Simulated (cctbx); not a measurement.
## A crystallographic session in cctbx: PrCuPb2

Library: cctbx 2025.11. The data are simulated by the first script.

## 1. Simulate the data

run.py:

```python
from cctbx import adptbx, crystal, miller, sgtbx, xray
from cctbx.array_family import flex
from iotbx.shelx import hklf
from scitbx import matrix
import scitbx.random

cs = crystal.symmetry(unit_cell=(4.837, 18.95, 4.633, 90, 90, 90), space_group_symbol='Hall: -C 2c 2')  # Cmcm
atoms = [  # label, site, U (iso, or U11 U22 U33 U12 U13 U23 in A^2), occupancy
    ("Pb1", (0.5, 0.0391, 0.75), (0.0040, 0.0041, 0.0047, 0.0000, 0.0000, 0.0000), 1),
    ("Pb2", (0, 0.2501, 0.75), (0.0057, 0.0053, 0.0064, 0.0000, 0.0000, 0.0000), 1),
    ("Pr1", (0.5, 0.3925, 0.75), (0.0074, 0.0062, 0.0058, 0.0000, 0.0000, 0.0000), 1),
    ("Cu1", (0.5, 0.1755, 0.75), (0.0110, 0.0087, 0.0089, 0.0000, 0.0000, 0.0000), 1),
]
xs = xray.structure(crystal_symmetry=cs)
for label, site, u, occ in atoms:
    u = adptbx.u_cif_as_u_star(cs.unit_cell(), u) if isinstance(u, tuple) else u
    xs.add_scatterer(xray.scatterer(label, site=site, u=u, occupancy=occ))
xs.set_inelastic_form_factors(0.71073, "sasaki")
xs.show_summary()
p1 = xs.expand_to_p1()
ms = miller.build_set(p1, anomalous_flag=True, d_min=0.75)
flex.set_random_seed(233223)
scitbx.random.set_random_seed(233223)
ms = ms.select(flex.random_double(ms.size()) < 0.7)
i = ms.structure_factors_from_scatterers(p1, algorithm="direct").f_calc().as_intensity_array().data()
i = i * 40000 / flex.max(i)
sig = flex.sqrt(i + flex.pow2(0.06 * i) + 4 ** 2)
noise = scitbx.random.variate(scitbx.random.normal_distribution())(i.size())
data = ms.array(data=i + sig * noise, sigmas=sig).set_observation_type_xray_intensity()
with open("data.hkl", "w") as f:
    data.export_as_shelx_hklf(f)
print("reflections written:", data.size(), " <I/sigma> = %.1f" % flex.mean(data.data() / data.sigmas()))
for h, a, b in list(data.sort("data"))[:12]:
    print("%4d%4d%4d %9.1f %7.1f" % (h + (a, b)))
```

```console
$ python run.py
```

```text
Number of scatterers: 4
At special positions: 4
Unit cell: (4.837, 18.95, 4.633, 90, 90, 90)
Space group: C m c m (No. 63)
reflections written: 2926  <I/sigma> = 5.7
   2   0   0   46274.0  2408.3
   0   0   2   40777.3  2345.6
  -2   0   0   40756.3  2408.3
  -2   0   2   31033.5  1806.1
   1  -3   1   29244.3  1451.0
  -2   0  -2   28545.3  1806.1
   1  -3  -1   25732.4  1451.0
   1   3  -1   24509.1  1451.0
  -1   3   1   24254.9  1451.0
  -1  -3   1   24032.8  1451.0
   1   3   1   22237.2  1451.0
   0  14   0   20575.5  1395.7
```

It took 0.25 s on 1 thread of Arm Neoverse V2 (shared host), peak memory 0.07 GiB.

## 2. Refinement (right model, isotropic)

run.py:

```python
import math
from cctbx import adptbx, crystal, maptbx, sgtbx, xray
from cctbx.array_family import flex
from cctbx.xray import observations
from iotbx.shelx import hklf
from scitbx.lstbx import normal_eqns_solving
from smtbx import absolute_structure, utils
from smtbx.refinement import constraints, least_squares

cs = crystal.symmetry(unit_cell=(4.837, 18.95, 4.633, 90, 90, 90), space_group_symbol='Hall: -C 2c 2')  # Cmcm
atoms = [  # label, site, U (iso, or U11 U22 U33 U12 U13 U23 in A^2), occupancy
    ("Pb1", (0.5, 0.0399, 0.75), 0.0200, 1),
    ("Pb2", (0, 0.2519, 0.75), 0.0200, 1),
    ("Pr1", (0.5, 0.3936, 0.75), 0.0200, 1),
    ("Cu1", (0.5, 0.1748, 0.75), 0.0200, 1),
]
xs = xray.structure(crystal_symmetry=cs)
for label, site, u, occ in atoms:
    u = adptbx.u_cif_as_u_star(cs.unit_cell(), u) if isinstance(u, tuple) else u
    xs.add_scatterer(xray.scatterer(label, site=site, u=u, occupancy=occ))
xs.set_inelastic_form_factors(0.71073, "sasaki")
raw = hklf.reader(file_name="data.hkl").as_miller_arrays(crystal_symmetry=cs, anomalous=True)[0]
merged = raw.eliminate_sys_absent().merge_equivalents()
fo2 = merged.array().set_observation_type_xray_intensity()
print("Rint %.3f, %d unique reflections to %.2f A" % (merged.r_int(), fo2.size(), fo2.d_min()))
for sc in xs.scatterers():
    sc.flags.set_grad_site(True)
    sc.flags.set_grad_u_aniso(sc.flags.use_u_aniso())
    sc.flags.set_grad_u_iso(sc.flags.use_u_iso())
obs = fo2.as_xray_observations()
extra = {}
rep = constraints.reparametrisation(xs, [], utils.connectivity_table(xs), **extra)
ls = least_squares.crystallographic_ls(obs, rep, weighting_scheme=least_squares.mainstream_shelx_weighting(a=0, b=0))
print("cycle     R1     wR2    GooF  max shift (A)")
for cycle in range(8):
    ls.build_up()
    r1, wr2, goof = ls.r1_factor(cutoff_factor=2)[0], ls.wR2(), ls.goof()
    old = xs.sites_cart()
    normal_eqns_solving.levenberg_marquardt_iterations(ls, n_max_iterations=3, tau=1e-06, step_threshold=1e-7)
    big = flex.max((xs.sites_cart() - old).norms())
    print("%4d %7.4f %7.4f %7.3f %9.5f" % (cycle + 1, r1, wr2, goof, big))
    ls.build_up(objective_only=True)
    if abs(ls.wR2() - wr2) < 5e-5 and big < 5e-4:
        break
ls.build_up()
print("final R1 %.4f wR2 %.4f GooF %.3f  parameters %d  data/parameter %.1f" % (ls.r1_factor(cutoff_factor=2)[0], ls.wR2(), ls.goof(), ls.n_parameters, fo2.size() / ls.n_parameters))
cov = ls.covariance_matrix_and_annotations()
su = dict(zip(cov.annotations, (math.sqrt(max(v, 0)) for v in cov.matrix.matrix_packed_u_diagonal())))
a2 = cs.unit_cell().reciprocal_parameters()[0] ** -2
print("atom        x        y        z      Ueq    occ   su(xyz)  su(Uiso or U11)")
for sc in xs.scatterers():
    s = max(su.get(sc.label + k, 0) for k in (".x", ".y", ".z"))
    npd = "" if sc.is_positive_definite_u(cs.unit_cell()) else "  NPD"
    print("%-5s %8.5f %8.5f %8.5f %8.4f %6.3f %8.5f %7.4f%s" % ((sc.label,) + sc.site + (sc.u_iso_or_equiv(cs.unit_cell()), sc.occupancy, s, su.get(sc.label + ".uiso", su.get(sc.label + ".u11", 0) * a2), npd)))
fo = fo2.f_sq_as_f()
fc = fo.structure_factors_from_scatterers(xs, algorithm="direct").f_calc()
diff = fo.f_obs_minus_f_calc(1 / math.sqrt(ls.scale_factor()), fc).average_bijvoet_mates()
m = diff.fft_map(symmetry_flags=maptbx.use_space_group_symmetry, resolution_factor=0.25).apply_volume_scaling()
print("difference map: max %.2f min %.2f rms %.2f" % (m.statistics().max(), m.statistics().min(), m.statistics().sigma()))
peaks = m.peak_search(parameters=maptbx.peak_search_parameters(min_distance_sym_equiv=0.6, max_clusters=6)).all()
near = xs.closest_distances(peaks.sites(), distance_cutoff=4)
sps = cs.special_position_settings(min_distance_sym_equiv=0.5)
for k, (x, h) in enumerate(zip(peaks.sites(), peaks.heights())):
    ss = sps.site_symmetry(x)
    print("Q%-3d %7.4f %7.4f %7.4f %4d %7.2f  %.2f A from %s" % ((k + 1,) + tuple(t % 1 for t in ss.exact_site()) + (ss.multiplicity(), h, near.smallest_distances[k], xs.scatterers()[near.i_seqs[k]].label)))
```

```console
$ python run.py
```

```text
Rint 0.046, 327 unique reflections to 0.75 A
cycle     R1     wR2    GooF  max shift (A)
   1  0.1548  0.4514  11.236   0.03414
   2  0.0178  0.0461   1.148   0.00000
final R1 0.0178 wR2 0.0461 GooF 1.148  parameters 8  data/parameter 40.9
atom        x        y        z      Ueq    occ   su(xyz)  su(Uiso or U11)
Pb1    0.50000  0.03909  0.75000   0.0045  1.000  0.00001  0.0001
Pb2    0.00000  0.25010  0.75000   0.0060  1.000  0.00002  0.0001
Pr1    0.50000  0.39248  0.75000   0.0066  1.000  0.00002  0.0002
Cu1    0.50000  0.17549  0.75000   0.0095  1.000  0.00006  0.0002
difference map: max 1.94 min -1.15 rms 0.39
Q1    0.0000  0.2612  0.6277    8    1.96  0.60 A from Pb2
Q2    0.0000  0.4583  0.1441    8    1.66  0.49 A from Pb1
Q3    0.0000  0.4123  0.2500    4    1.49  0.92 A from Pb1
Q4    0.1001  0.1081  0.2500    8    1.36  0.48 A from Pr1
Q5    0.1034  0.3208  0.2500    8    1.31  0.50 A from Cu1
Q6    0.0000  0.1547  0.7500    4    1.22  1.81 A from Pb2
```

Time: 0.43 s.

## 3. Refinement (right model, anisotropic)

run.py, as its changes from the last script of this kind:

```diff
@@ -12,4 +12,4 @@
-    ("Pb1", (0.5, 0.0399, 0.75), 0.0200, 1),
-    ("Pb2", (0, 0.2519, 0.75), 0.0200, 1),
-    ("Pr1", (0.5, 0.3936, 0.75), 0.0200, 1),
-    ("Cu1", (0.5, 0.1748, 0.75), 0.0200, 1),
+    ("Pb1", (0.5, 0.03909, 0.75), 0.0045, 1),
+    ("Pb2", (0, 0.2501, 0.75), 0.0060, 1),
+    ("Pr1", (0.5, 0.39248, 0.75), 0.0066, 1),
+    ("Cu1", (0.5, 0.17549, 0.75), 0.0095, 1),
@@ -21,0 +22 @@
+xs.convert_to_anisotropic()
```

```console
$ python run.py
```

```text
Rint 0.046, 327 unique reflections to 0.75 A
cycle     R1     wR2    GooF  max shift (A)
   1  0.0178  0.0462   1.164   0.00014
   2  0.0160  0.0380   0.957   0.00000
final R1 0.0160 wR2 0.0380 GooF 0.957  parameters 16  data/parameter 20.4
atom        x        y        z      Ueq    occ   su(xyz)  su(Uiso or U11)
Pb1    0.50000  0.03910  0.75000   0.0045  1.000  0.00001  0.0002
Pb2    0.00000  0.25010  0.75000   0.0060  1.000  0.00001  0.0002
Pr1    0.50000  0.39248  0.75000   0.0066  1.000  0.00002  0.0002
Cu1    0.50000  0.17550  0.75000   0.0095  1.000  0.00005  0.0005
difference map: max 1.41 min -1.16 rms 0.37
Q1    0.0000  0.2716  0.5975    8    1.44  0.82 A from Pb2
Q2    0.0000  0.4145  0.2500    4    1.36  0.88 A from Pb1
Q3    0.0931  0.4285  0.0662   16    1.26  1.14 A from Pb1
Q4    0.0000  0.4962  0.2500    4    1.25  0.67 A from Pb1
Q5    0.0000  0.0898  0.1374    8    1.17  0.62 A from Pr1
Q6    0.0000  0.1539  0.7500    4    1.05  1.82 A from Pb2
```

Time: 0.39 s.

## 4. Refinement

run.py, as its changes from the last script of this kind:

```diff
@@ -21 +21 @@
-xs.set_inelastic_form_factors(0.71073, "sasaki")
+# no anomalous dispersion
@@ -36 +36 @@
-for cycle in range(8):
+for cycle in range(12):
```

```console
$ python run.py
```

```text
Rint 0.046, 327 unique reflections to 0.75 A
cycle     R1     wR2    GooF  max shift (A)
   1  0.0285  0.0868   2.188   0.00119
   2  0.0218  0.0614   1.549   0.00000
final R1 0.0218 wR2 0.0614 GooF 1.549  parameters 16  data/parameter 20.4
atom        x        y        z      Ueq    occ   su(xyz)  su(Uiso or U11)
Pb1    0.50000  0.03911  0.75000   0.0050  1.000  0.00002  0.0003
Pb2    0.00000  0.25005  0.75000   0.0065  1.000  0.00002  0.0003
Pr1    0.50000  0.39248  0.75000   0.0058  1.000  0.00003  0.0004
Cu1    0.50000  0.17555  0.75000   0.0074  1.000  0.00008  0.0008
difference map: max 3.15 min -2.82 rms 0.52
Q1    0.0000  0.0841  0.2500    4    3.19  0.44 A from Pr1
Q2    0.0000  0.1456  0.7500    4    3.14  1.98 A from Pb2
Q3    0.0000  0.2129  0.7500    4    2.82  0.70 A from Pb2
Q4    0.0000  0.4162  0.7500    4    2.65  2.33 A from Pb1
Q5    0.0000  0.3119  0.7500    4    2.31  1.17 A from Pb2
Q6    0.0000  0.4892  0.2500    4    2.00  0.54 A from Pb1
```

Time: 0.43 s.

This run holds a fault made on purpose: anomalous dispersion left out.

## 5. Refinement

run.py, as its changes from the last script of this kind:

```diff
@@ -13 +13 @@
-    ("Pb2", (0, 0.2501, 0.75), 0.0060, 1),
+    ("Au1", (0, 0.2501, 0.75), 0.0060, 1),
@@ -21 +21 @@
-# no anomalous dispersion
+xs.set_inelastic_form_factors(0.71073, "sasaki")
```

```console
$ python run.py
```

```text
Rint 0.046, 327 unique reflections to 0.75 A
cycle     R1     wR2    GooF  max shift (A)
   1  0.0200  0.0579   1.459   0.00120
   2  0.0167  0.0445   1.123   0.00000
final R1 0.0167 wR2 0.0445 GooF 1.123  parameters 16  data/parameter 20.4
atom        x        y        z      Ueq    occ   su(xyz)  su(Uiso or U11)
Pb1    0.50000  0.03910  0.75000   0.0049  1.000  0.00001  0.0002
Au1    0.00000  0.25009  0.75000   0.0058  1.000  0.00002  0.0002
Pr1    0.50000  0.39246  0.75000   0.0072  1.000  0.00002  0.0003
Cu1    0.50000  0.17555  0.75000   0.0103  1.000  0.00006  0.0006
difference map: max 1.27 min -1.14 rms 0.37
Q1    0.0905  0.4291  0.0763   16    1.34  1.10 A from Pb1
Q2    0.0000  0.4079  0.7500    4    1.31  2.44 A from Pr1
Q3    0.0000  0.1522  0.7500    4    1.30  1.85 A from Au1
Q4    0.0000  0.2696  0.6043    8    1.27  0.77 A from Au1
Q5    0.0657  0.0833  0.1064   16    1.17  0.87 A from Pr1
Q6    0.0000  0.3684  0.7500    4    1.14  2.24 A from Au1
```

Time: 0.42 s.

This run holds a fault made on purpose: wrong element: Au1 is Pb.

## 6. Refinement

run.py, as its changes from the last script of this kind:

```diff
@@ -13 +13 @@
-    ("Au1", (0, 0.2501, 0.75), 0.0060, 1),
+    ("Pb2", (0, 0.2501, 0.75), 0.0060, 1),
@@ -15 +14,0 @@
-    ("Cu1", (0.5, 0.17549, 0.75), 0.0095, 1),
```

```console
$ python run.py
```

```text
Rint 0.046, 327 unique reflections to 0.75 A
cycle     R1     wR2    GooF  max shift (A)
   1  0.3324  0.6684  16.741   0.01976
   2  0.3064  0.5769  14.450   0.00018
final R1 0.3060 wR2 0.5769 GooF 14.450  parameters 12  data/parameter 27.2
atom        x        y        z      Ueq    occ   su(xyz)  su(Uiso or U11)
Pb1    0.50000  0.03872  0.75000  -0.0079  1.000  0.00025  0.0030  NPD
Pb2    0.00000  0.25115  0.75000  -0.0091  1.000  0.00024  0.0029  NPD
Pr1    0.50000  0.39246  0.75000  -0.0112  1.000  0.00029  0.0034  NPD
difference map: max 212.33 min -37.53 rms 12.98
Q1    0.0000  0.4620  0.2500    4  218.99  0.01 A from Pb1
Q2    0.0000  0.2478  0.7500    4  184.48  0.06 A from Pb2
Q3    0.0000  0.3239  0.2500    4  174.94  2.60 A from Pb1
Q4    0.0000  0.1065  0.2500    4  117.13  0.02 A from Pr1
Q5    0.0000  0.4510  0.7500    4   37.36  1.66 A from Pb1
Q6    0.0000  0.3889  0.7500    4   33.25  2.42 A from Pr1
```

Run time: 0.42 s on 1 thread of Arm Neoverse V2, on a shared host, peak memory 0.09 GiB.

This run holds a fault made on purpose: atom left out: Cu1.

[Logs are printed without paths, hosts, clocks, repeated set-up lines and the standing remarks that a program may print on its own settings, such as how far it seeks lower states.]
